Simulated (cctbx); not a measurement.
# Lattice, Laue class and space group of a new crystal

Cell: a = 8.5150 Å, b = 8.5150 Å, c = 8.4810 Å, α = 90.00°, β = 90.00°, γ = 90.00°. Expected content of the cell: Nd10 S16 Li2.

The data are simulated with cctbx, not measured: Mo Kα, λ = 0.71073 Å, to d = 0.65 Å, 80 % of the full sphere, strongest reflection 5000 counts, noise from counting, a 2 % proportional error and a noise floor of 4 counts (s.d.); no absorption, some extinction.

A first pass over the reflections prints:

```text
7485 reflections to d = 0.650 A
centring   violations  <I/sigma> of those
    A       1871 of  3764      8.8
    B       1858 of  3749      8.8
    C       1815 of  3717      8.9
    I          0 of  3739     -0.0
    R       2432 of  5035      8.6
    F       2772 of  5615      8.8
Laue class    unique    Rint  (classes that these axes allow; Friedel mates merged)
I 1 2/m 1        1242   0.235
I 1 1 2/m        1249   0.034
I 2/m 1 1        1247   0.235
I m m m           698   0.240
I 4/m             630   0.037
I 4/m m m         377   0.244
space group    extra absences  I>4sigma  <I/sigma>
I 4                     0          0         -  acentric
I -4                    0          0         -  acentric
I 4/m                   0          0         -  centric
Wilson B = 0.42 A^2   <|E^2-1|> = 0.661 (0.968 centric, 0.736 acentric)   E^2>4: 0.8 %
shell (A)         n   <I/sigma>
 6.02 - 1.30     86     48.6
 1.30 - 1.03     79     40.2
 1.03 - 0.90     73     44.0
 0.90 - 0.82     79     35.1
 0.82 - 0.76     73     32.8
 0.76 - 0.72     80     31.3
 0.72 - 0.68     76     31.4
 0.68 - 0.65     84     29.0
```

**Question.** What are the lattice type, the Laue class and the likely space group?

The reflections that I centring forbids are absent (⟨I/σ⟩ near 0), so the lattice is I.

Rint stays low (0.034 to 0.037) up to I 4/m and is 0.235 or more in the other classes.

3 settings pass the absence test. No glide or screw absences show, which leaves I 4, I -4 and I 4/m.

⟨|E²−1|⟩ = 0.661 leans to a non-centrosymmetric structure, or to twinning, which lowers it. The Wilson B of 0.42 Å² means U ≈ 0.0053 Å².

The true group is I-4 (no. 82), Laue class 4/m, non-centrosymmetric. The tables only narrow the choice to the tied entries; cell content, site symmetry and trial solutions must settle it.

The crystal is twinned by the law (0 1 0 1 0 0 0 0 -1) with a minor fraction of 0.12; Rint in the higher class falls towards the noise as the fraction nears 1/2.

This is a model crystal, built by substitution and not relaxed, with assumed displacement parameters.

[Logs are printed without paths, hosts, clocks, repeated set-up lines and the standing remarks that a program may print on its own settings, such as how far it seeks lower states.]
